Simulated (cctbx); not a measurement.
# A crystallographic session in cctbx: NdPd2Pb2

Library: cctbx 2025.11. The data are simulated by the first script.

## 1. Simulate the data

run.py:

```python
from cctbx import adptbx, crystal, miller, sgtbx, xray
from cctbx.array_family import flex
from iotbx.shelx import hklf
from scitbx import matrix
import scitbx.random

cs = crystal.symmetry(unit_cell=(4.782, 4.782, 11.016, 90, 90, 90), space_group_symbol='Hall: -I 4 2')  # I4/mmm
atoms = [  # label, site, U (iso, or U11 U22 U33 U12 U13 U23 in A^2), occupancy
    ("Pb1", (0, 0, 0.3757), (0.0039, 0.0039, 0.0021, 0.0000, 0.0000, -0.0000), 1),
    ("Nd1", (0, 0, 0), (0.0030, 0.0030, 0.0026, 0.0000, 0.0000, 0.0000), 1),
    ("Pd1", (0.5, 0, 0.25), (0.0039, 0.0039, 0.0042, 0.0000, 0.0000, 0.0000), 1),
]
xs = xray.structure(crystal_symmetry=cs)
for label, site, u, occ in atoms:
    u = adptbx.u_cif_as_u_star(cs.unit_cell(), u) if isinstance(u, tuple) else u
    xs.add_scatterer(xray.scatterer(label, site=site, u=u, occupancy=occ))
xs.set_inelastic_form_factors(1.54184, "sasaki")
xs.show_summary()
p1 = xs.expand_to_p1()
ms = miller.build_set(p1, anomalous_flag=True, d_min=0.83)
flex.set_random_seed(812222)
scitbx.random.set_random_seed(812222)
ms = ms.select(flex.random_double(ms.size()) < 0.7)
i = ms.structure_factors_from_scatterers(p1, algorithm="direct").f_calc().as_intensity_array().data()
i = i * 70000 / flex.max(i)
sig = flex.sqrt(i + flex.pow2(0.015 * i) + 2 ** 2)
noise = scitbx.random.variate(scitbx.random.normal_distribution())(i.size())
data = ms.array(data=i + sig * noise, sigmas=sig).set_observation_type_xray_intensity()
with open("data.hkl", "w") as f:
    data.export_as_shelx_hklf(f)
print("reflections written:", data.size(), " <I/sigma> = %.1f" % flex.mean(data.data() / data.sigmas()))
for h, a, b in list(data.sort("data"))[:12]:
    print("%4d%4d%4d %9.1f %7.1f" % (h + (a, b)))
```

```console
$ python run.py
```

```text
Number of scatterers: 3
At special positions: 3
Unit cell: (4.782, 4.782, 11.016, 90, 90, 90)
Space group: I 4/m m m (No. 139)
reflections written: 1287  <I/sigma> = 21.3
   0   2   0   72420.8  1082.8
   0  -2   0   69121.7  1082.8
  -2  -2   0   53964.5   834.6
  -2   2   0   53468.6   834.6
   2   2   0   53385.6   834.6
   2  -2   0   52677.2   834.6
   0   0   8   45082.0   693.7
   0   0  -8   44412.6   693.7
   2   0  -8   37504.7   588.0
   0  -2   8   37155.8   588.0
  -2   0  -8   37033.3   588.0
   0   2   8   36572.9   588.0
```

Run time: 0.24 s on 1 thread of Arm Neoverse V2, with other jobs on the host, peak memory 0.07 GiB.

## 2. Symmetry

run.py:

```python
from cctbx import crystal, sgtbx, statistics
from cctbx.array_family import flex
from iotbx.shelx import hklf

p1 = crystal.symmetry(unit_cell=(4.782, 4.782, 11.016, 90, 90, 90), space_group_symbol="P 1")
raw = hklf.reader(file_name="data.hkl").as_miller_arrays(crystal_symmetry=p1, anomalous=True)[0]
print(raw.size(), "reflections to d = %.3f A" % raw.d_min())
isig = raw.data() / raw.sigmas()
print("centring   violations  <I/sigma> of those")
best = "P"
for c in "ABCIRF":
    a = raw.customized_copy(space_group_info=sgtbx.space_group_info("Hall: %s 1" % c)).sys_absent_flags().data()
    m = flex.mean(isig.select(a))
    print("%5s %10d of %5d %8.1f" % (c, (isig.select(a) > 4).count(True), a.count(True), m))
    if (isig.select(a) > 4).count(True) < 0.01 * a.count(True):
        best = c
raw = raw.select(~raw.customized_copy(space_group_info=sgtbx.space_group_info("Hall: %s 1" % best)).sys_absent_flags().data())
isig = raw.data() / raw.sigmas()
rows = []
for s in sgtbx.space_group_symbol_iterator():
    g = sgtbx.space_group(s)
    if g.conventional_centring_type_symbol() != best or not g.is_compatible_unit_cell(p1.unit_cell(), 1e-3, 0.02):
        continue
    rows.append((s, g))
print("Laue class    unique    Rint  (classes that these axes allow; Friedel mates merged)")
rint = {}
for s, g in rows:
    laue = g.build_derived_patterson_group()
    key = laue.type().hall_symbol()
    if key not in rint:
        m = raw.customized_copy(space_group_info=laue.info(), anomalous_flag=False).merge_equivalents()
        rint[key] = m.r_int()
        print("%-14s %6d %7.3f" % (laue.type().lookup_symbol(), m.array().size(), m.r_int()))
floor = min(rint.values())
good = [(s, g) for s, g in rows if rint[g.build_derived_patterson_group().type().hall_symbol()] < 2 * floor + 0.03]
top = max(g.build_derived_patterson_group().order_z() for s, g in good)
print("space group    extra absences  I>4sigma  <I/sigma>")
for s, g in good:
    laue = g.build_derived_patterson_group()
    if laue.order_z() != top:
        continue
    a = raw.customized_copy(space_group_info=g.info()).sys_absent_flags().data()
    a &= ~raw.customized_copy(space_group_info=laue.info()).sys_absent_flags().data()
    bad = (isig.select(a) > 4).count(True)
    if bad <= 0.03 * a.count(True):
        print("%-16s %8d %10d %9s  %s" % (s.universal_hermann_mauguin(), a.count(True), bad, "%.1f" % flex.mean(isig.select(a)) if a.count(True) else "-", "centric" if g.is_centric() else "acentric"))
laue = max(good, key=lambda t: t[1].build_derived_patterson_group().order_z())[1].build_derived_patterson_group()
f = raw.customized_copy(space_group_info=laue.info(), anomalous_flag=False).merge_equivalents().array().eliminate_sys_absent().f_sq_as_f()
f.set_observation_type_xray_amplitude()
bins = max(3, min(8, f.size() // 12))
f.setup_binner(n_bins=bins)
w = statistics.wilson_plot(f, {e: n / laue.order_z() for e, n in {'Pb': 4.0, 'Nd': 2.0, 'Pd': 4.0}.items()}, e_statistics=True)
print("Wilson B = %.2f A^2   <|E^2-1|> = %.3f (0.968 centric, 0.736 acentric)   E^2>4: %.1f %%" % (w.wilson_b, w.mean_e_sq_minus_1, w.percent_e_sq_gt_2))
print("shell (A)         n   <I/sigma>")
m = raw.customized_copy(space_group_info=laue.info(), anomalous_flag=False).merge_equivalents().array().eliminate_sys_absent()
for b in m.setup_binner(n_bins=bins).range_used():
    sel = m.binner().selection(b)
    print("%5.2f - %4.2f %6d %8.1f" % (min(m.binner().bin_d_range(b)[0] if m.binner().bin_d_range(b)[0] > 0 else 99, 99), m.binner().bin_d_range(b)[1], sel.count(True), flex.mean((m.data() / m.sigmas()).select(sel))))
```

```console
$ python run.py
```

```text
1287 reflections to d = 0.834 A
centring   violations  <I/sigma> of those
    A        336 of   662     24.6
    B        326 of   646     24.6
    C        316 of   664     20.8
    I          0 of   649      0.0
    R        418 of   854     21.1
    F        489 of   986     23.3
Laue class    unique    Rint  (classes that these axes allow; Friedel mates merged)
I 1 2/m 1         256   0.011
I 1 1 2/m         239   0.012
I 2/m 1 1         253   0.012
I m m m           151   0.012
I 4/m             124   0.013
I 4/m m m          89   0.013
space group    extra absences  I>4sigma  <I/sigma>
I 4 2 2                 0          0         -  acentric
I 4 m m                 0          0         -  acentric
I -4 m 2                0          0         -  acentric
I -4 2 m                0          0         -  acentric
I 4/m m m               0          0         -  centric
Wilson B = 0.23 A^2   <|E^2-1|> = 0.687 (0.968 centric, 0.736 acentric)   E^2>4: 1.1 %
shell (A)         n   <I/sigma>
 5.51 - 1.59     17     87.3
 1.59 - 1.26     14    109.8
 1.26 - 1.10     12    112.8
 1.10 - 1.00     11    101.2
 1.00 - 0.93     10     74.8
 0.93 - 0.88     13    115.1
 0.88 - 0.83     12    115.3
```

Time: 0.27 s.

## 3. Charge flipping

run.py:

```python
import itertools
from cctbx import crystal, maptbx
from cctbx.array_family import flex
from iotbx.shelx import hklf
from smtbx.ab_initio import charge_flipping as cf

cs = crystal.symmetry(unit_cell=(4.782, 4.782, 11.016, 90, 90, 90), space_group_symbol='Hall: -I 4 2')  # I4/mmm
raw = hklf.reader(file_name="data.hkl").as_miller_arrays(crystal_symmetry=cs, anomalous=True)[0]
merged = raw.eliminate_sys_absent().merge_equivalents()
fo2 = merged.array().set_observation_type_xray_intensity()
f = fo2.average_bijvoet_mates().f_sq_as_f().resolution_filter(d_min=0.83)
p1 = f.expand_to_p1()
p1.setup_binner_counting_sorted(reflections_per_bin=max(40, p1.size() // 12))
work = p1.array(data=p1.data() / p1.amplitude_quasi_normalisations().data())
flex.set_random_seed(34065)
it = cf.weak_reflection_improved_iterator(delta=None, weak_reflection_fraction=0.2)
it.start(work, phases=flex.random_double(p1.size()) * 6.2832, f_000=0)
it.delta = 1.1 * it.rho_map.sigma()
print("cycle      R  skewness")
for n, st in enumerate(itertools.islice(it, 300)):
    if n % 25 == 0:
        print("%5d %6.3f %8.2f" % (n, st.r1_factor(), st.rho_map.skewness()))
rho = p1.phase_transfer(it.f_calc).fft_map().apply_volume_scaling()
polish = cf.low_density_elimination_iterator(constant_rho_c=rho.sigma())
polish.start(f_obs=p1, phases=it.f_calc, f_000=0)
for _ in range(8):
    next(polish)
print("origin shift          correlation  skewness")
maps = []
for fc, shift, cc in itertools.islice(cf.f_calc_symmetrisations(f, polish.f_calc, 0), 4):
    m = f.phase_transfer(fc).fft_map(symmetry_flags=maptbx.use_space_group_symmetry, resolution_factor=0.25).apply_sigma_scaling()
    maps.append((m.skewness(), cc, m))
    print("%6.3f %6.3f %6.3f %10.3f %9.2f" % (tuple(shift) + (cc, m.skewness())))
skew, cc, m = max((t for t in maps if t[1] > maps[0][1] - 0.04), key=lambda t: t[0])
print("taken: symmetry correlation %.3f, skewness %.2f" % (cc, skew))
peaks = m.peak_search(parameters=maptbx.peak_search_parameters(min_distance_sym_equiv=0.9, max_clusters=8)).all()
sps = cs.special_position_settings(min_distance_sym_equiv=0.5)
print("peak      x       y       z  mult  height/sigma")
for k, (x, h) in enumerate(zip(peaks.sites(), peaks.heights())):
    ss = sps.site_symmetry(x)
    print("Q%-3d %7.4f %7.4f %7.4f %4d %8.1f" % ((k + 1,) + tuple(t % 1 for t in ss.exact_site()) + (ss.multiplicity(), h)))
```

```console
$ python run.py
```

```text
cycle      R  skewness
    0  0.578     0.11
   25  0.437     2.20
   50  0.380     3.10
   75  0.391     3.04
  100  0.371     3.19
  125  0.361     2.86
  150  0.398     3.06
  175  0.404     3.20
  200  0.387     3.23
  225  0.379     2.93
  250  0.393     3.04
  275  0.389     3.34
origin shift          correlation  skewness
 0.385  0.255  0.047      0.808      0.63
 0.389  0.603  0.298      0.826      0.28
 0.393  0.772  0.173      0.789      0.04
 0.394  0.272 -0.015      0.779      0.54
taken: symmetry correlation 0.808, skewness 0.63
peak      x       y       z  mult  height/sigma
Q1    0.0000  0.0000  0.5000    2      4.3
Q2    0.0000  0.0000  0.2400    4      3.9
Q3    0.0000  0.0000  0.1299    4      3.7
Q4    0.0000  0.2081  0.3182   16      3.2
Q5    0.0000  0.3681  0.0000    8      2.8
Q6    0.1014  0.5000  0.3753   16      2.0
Q7    0.0000  0.0000  0.4081    4      1.9
Q8    0.0000  0.3488  0.2136   16      1.7
```

Time: 0.34 s.

## 4. Charge flipping

run.py, as its changes from the last script of this kind:

```diff
@@ -13,3 +13,2 @@
-p1.setup_binner_counting_sorted(reflections_per_bin=max(40, p1.size() // 12))
-work = p1.array(data=p1.data() / p1.amplitude_quasi_normalisations().data())
-flex.set_random_seed(34065)
+work = p1
+flex.set_random_seed(34066)
@@ -20,2 +19,2 @@
-for n, st in enumerate(itertools.islice(it, 300)):
-    if n % 25 == 0:
+for n, st in enumerate(itertools.islice(it, 600)):
+    if n % 50 == 0:
```

```console
$ python run.py
```

```text
cycle      R  skewness
    0  0.544     0.21
   50  0.262     3.72
  100  0.225     3.70
  150  0.242     3.79
  200  0.243     3.63
  250  0.232     3.66
  300  0.230     3.59
  350  0.254     3.67
  400  0.238     3.58
  450  0.245     3.62
  500  0.242     3.69
  550  0.237     3.71
origin shift          correlation  skewness
 0.114  0.515  0.197      0.826      1.25
 0.364  0.768  0.134      0.848      2.91
 0.116  0.511  0.448      0.811      0.68
 0.116  0.512  0.321      0.812      0.67
taken: symmetry correlation 0.848, skewness 2.91
peak      x       y       z  mult  height/sigma
Q1    0.0000  0.0000  0.2463    4     12.2
Q2    0.0000  0.0000  0.0000    2     11.0
Q3    0.0000  0.0000  0.3692    4      5.9
Q4    0.0000  0.5000  0.1235    8      4.9
Q5    0.0000  0.5000  0.0000    4      3.5
Q6    0.1496  0.1496  0.3137   16      2.4
Q7    0.1477  0.1477  0.0505   16      1.5
Q8    0.1381  0.1381  0.4035   16      1.5
```

Time: 0.39 s.

## 5. Refinement (model from the peaks)

run.py:

```python
import math
from cctbx import adptbx, crystal, maptbx, sgtbx, xray
from cctbx.array_family import flex
from cctbx.xray import observations
from iotbx.shelx import hklf
from scitbx.lstbx import normal_eqns_solving
from smtbx import absolute_structure, utils
from smtbx.refinement import constraints, least_squares

cs = crystal.symmetry(unit_cell=(4.782, 4.782, 11.016, 90, 90, 90), space_group_symbol='Hall: -I 4 2')  # I4/mmm
atoms = [  # label, site, U (iso, or U11 U22 U33 U12 U13 U23 in A^2), occupancy
    ("Pb1", (0, 0, 0.2463), 0.0200, 1),
    ("Nd1", (0, 0, 0), 0.0200, 1),
    ("Pd1", (0, 0, 0.3692), 0.0200, 1),
]
xs = xray.structure(crystal_symmetry=cs)
for label, site, u, occ in atoms:
    u = adptbx.u_cif_as_u_star(cs.unit_cell(), u) if isinstance(u, tuple) else u
    xs.add_scatterer(xray.scatterer(label, site=site, u=u, occupancy=occ))
xs.set_inelastic_form_factors(1.54184, "sasaki")
raw = hklf.reader(file_name="data.hkl").as_miller_arrays(crystal_symmetry=cs, anomalous=True)[0]
merged = raw.eliminate_sys_absent().merge_equivalents()
fo2 = merged.array().set_observation_type_xray_intensity()
print("Rint %.3f, %d unique reflections to %.2f A" % (merged.r_int(), fo2.size(), fo2.d_min()))
for sc in xs.scatterers():
    sc.flags.set_grad_site(True)
    sc.flags.set_grad_u_aniso(sc.flags.use_u_aniso())
    sc.flags.set_grad_u_iso(sc.flags.use_u_iso())
obs = fo2.as_xray_observations()
extra = {}
rep = constraints.reparametrisation(xs, [], utils.connectivity_table(xs), **extra)
ls = least_squares.crystallographic_ls(obs, rep, weighting_scheme=least_squares.mainstream_shelx_weighting(a=0, b=0))
print("cycle     R1     wR2    GooF  max shift (A)")
for cycle in range(6):
    ls.build_up()
    r1, wr2, goof = ls.r1_factor(cutoff_factor=2)[0], ls.wR2(), ls.goof()
    old = xs.sites_cart()
    normal_eqns_solving.levenberg_marquardt_iterations(ls, n_max_iterations=3, tau=0.0001, step_threshold=1e-7)
    big = flex.max((xs.sites_cart() - old).norms())
    print("%4d %7.4f %7.4f %7.3f %9.5f" % (cycle + 1, r1, wr2, goof, big))
    ls.build_up(objective_only=True)
    if abs(ls.wR2() - wr2) < 5e-5 and big < 5e-4:
        break
ls.build_up()
print("final R1 %.4f wR2 %.4f GooF %.3f  parameters %d  data/parameter %.1f" % (ls.r1_factor(cutoff_factor=2)[0], ls.wR2(), ls.goof(), ls.n_parameters, fo2.size() / ls.n_parameters))
cov = ls.covariance_matrix_and_annotations()
su = dict(zip(cov.annotations, (math.sqrt(max(v, 0)) for v in cov.matrix.matrix_packed_u_diagonal())))
a2 = cs.unit_cell().reciprocal_parameters()[0] ** -2
print("atom        x        y        z      Ueq    occ   su(xyz)  su(Uiso or U11)")
for sc in xs.scatterers():
    s = max(su.get(sc.label + k, 0) for k in (".x", ".y", ".z"))
    npd = "" if sc.is_positive_definite_u(cs.unit_cell()) else "  NPD"
    print("%-5s %8.5f %8.5f %8.5f %8.4f %6.3f %8.5f %7.4f%s" % ((sc.label,) + sc.site + (sc.u_iso_or_equiv(cs.unit_cell()), sc.occupancy, s, su.get(sc.label + ".uiso", su.get(sc.label + ".u11", 0) * a2), npd)))
fo = fo2.f_sq_as_f()
fc = fo.structure_factors_from_scatterers(xs, algorithm="direct").f_calc()
diff = fo.f_obs_minus_f_calc(1 / math.sqrt(ls.scale_factor()), fc).average_bijvoet_mates()
m = diff.fft_map(symmetry_flags=maptbx.use_space_group_symmetry, resolution_factor=0.25).apply_volume_scaling()
print("difference map: max %.2f min %.2f rms %.2f" % (m.statistics().max(), m.statistics().min(), m.statistics().sigma()))
peaks = m.peak_search(parameters=maptbx.peak_search_parameters(min_distance_sym_equiv=0.6, max_clusters=5)).all()
near = xs.closest_distances(peaks.sites(), distance_cutoff=4)
sps = cs.special_position_settings(min_distance_sym_equiv=0.5)
for k, (x, h) in enumerate(zip(peaks.sites(), peaks.heights())):
    ss = sps.site_symmetry(x)
    print("Q%-3d %7.4f %7.4f %7.4f %4d %7.2f  %.2f A from %s" % ((k + 1,) + tuple(t % 1 for t in ss.exact_site()) + (ss.multiplicity(), h, near.smallest_distances[k], xs.scatterers()[near.i_seqs[k]].label)))
```

```console
$ python run.py
```

```text
Rint 0.013, 89 unique reflections to 0.83 A
cycle     R1     wR2    GooF  max shift (A)
   1  0.7164  0.9455 111.576   0.18845
   2  0.6014  0.8692 102.575   0.03738
   3  0.5979  0.8629 101.824   0.03454
   4  0.5968  0.8630 101.840   0.02019
   5  0.6906  0.9215 108.744   0.02571
   6  0.6945  0.9227 108.882   0.01315
final R1 0.5999 wR2 0.8660 GooF 102.198  parameters 5  data/parameter 17.8
atom        x        y        z      Ueq    occ   su(xyz)  su(Uiso or U11)
Pb1    0.00000  0.00000  0.22834   0.0001  1.000  0.00440  0.0126
Nd1    0.00000  0.00000  0.00000   0.0001  1.000  0.00000  0.0200
Pd1    0.00000  0.00000  0.38027   0.0001  1.000  0.00764  0.0175
difference map: max 388.31 min -256.48 rms 32.47
Q1    0.0000  0.0000  0.0000    2  388.31  0.00 A from Nd1
Q2    0.0000  0.0000  0.2422    4  289.64  0.15 A from Pb1
Q3    0.0000  0.0000  0.3856    4  222.53  0.06 A from Pd1
Q4    0.0000  0.5000  0.1369    8  217.04  2.40 A from Pd1
Q5    0.0000  0.5000  0.0000    4  128.47  2.39 A from Nd1
```

Time: 0.59 s.

Figures of merit this high mean that the model is still wrong or incomplete.

## 6. Charge flipping

run.py, as its changes from the last script of this kind:

```diff
@@ -13,2 +13,3 @@
-work = p1
-flex.set_random_seed(34066)
+p1.setup_binner_counting_sorted(reflections_per_bin=max(40, p1.size() // 12))
+work = p1.array(data=p1.data() / p1.amplitude_quasi_normalisations().data())
+flex.set_random_seed(34067)
```

```console
$ python run.py
```

```text
cycle      R  skewness
    0  0.542     0.20
   50  0.388     2.96
  100  0.409     2.99
  150  0.403     2.93
  200  0.386     2.78
  250  0.410     2.87
  300  0.426     3.12
  350  0.404     2.80
  400  0.408     3.17
  450  0.417     2.94
  500  0.397     3.00
  550  0.400     2.80
origin shift          correlation  skewness
 0.427  0.431  0.375      0.868      6.54
 0.426  0.434  0.003      0.857      3.64
 0.425  0.437  0.254      0.839      2.29
 0.058  0.718 -0.018      0.816      0.24
taken: symmetry correlation 0.868, skewness 6.54
peak      x       y       z  mult  height/sigma
Q1    0.0000  0.0000  0.1876    4     17.4
Q2    0.0000  0.5000  0.0630    8      5.0
Q3    0.0000  0.0000  0.4353    4      5.0
Q4    0.0000  0.2851  0.4130   16      1.5
Q5    0.0000  0.5000  0.2500    4      1.4
Q6    0.0000  0.0000  0.0574    4      1.0
Q7    0.0000  0.1713  0.1127   16      1.0
Q8    0.1761  0.1761  0.1953   16      1.0
```

Run time: 0.41 s on 1 thread of Arm Neoverse V2, with other jobs on the host, peak memory 0.07 GiB.

[Logs are printed without paths, hosts, clocks, repeated set-up lines and the standing remarks that a program may print on its own settings, such as how far it seeks lower states.]
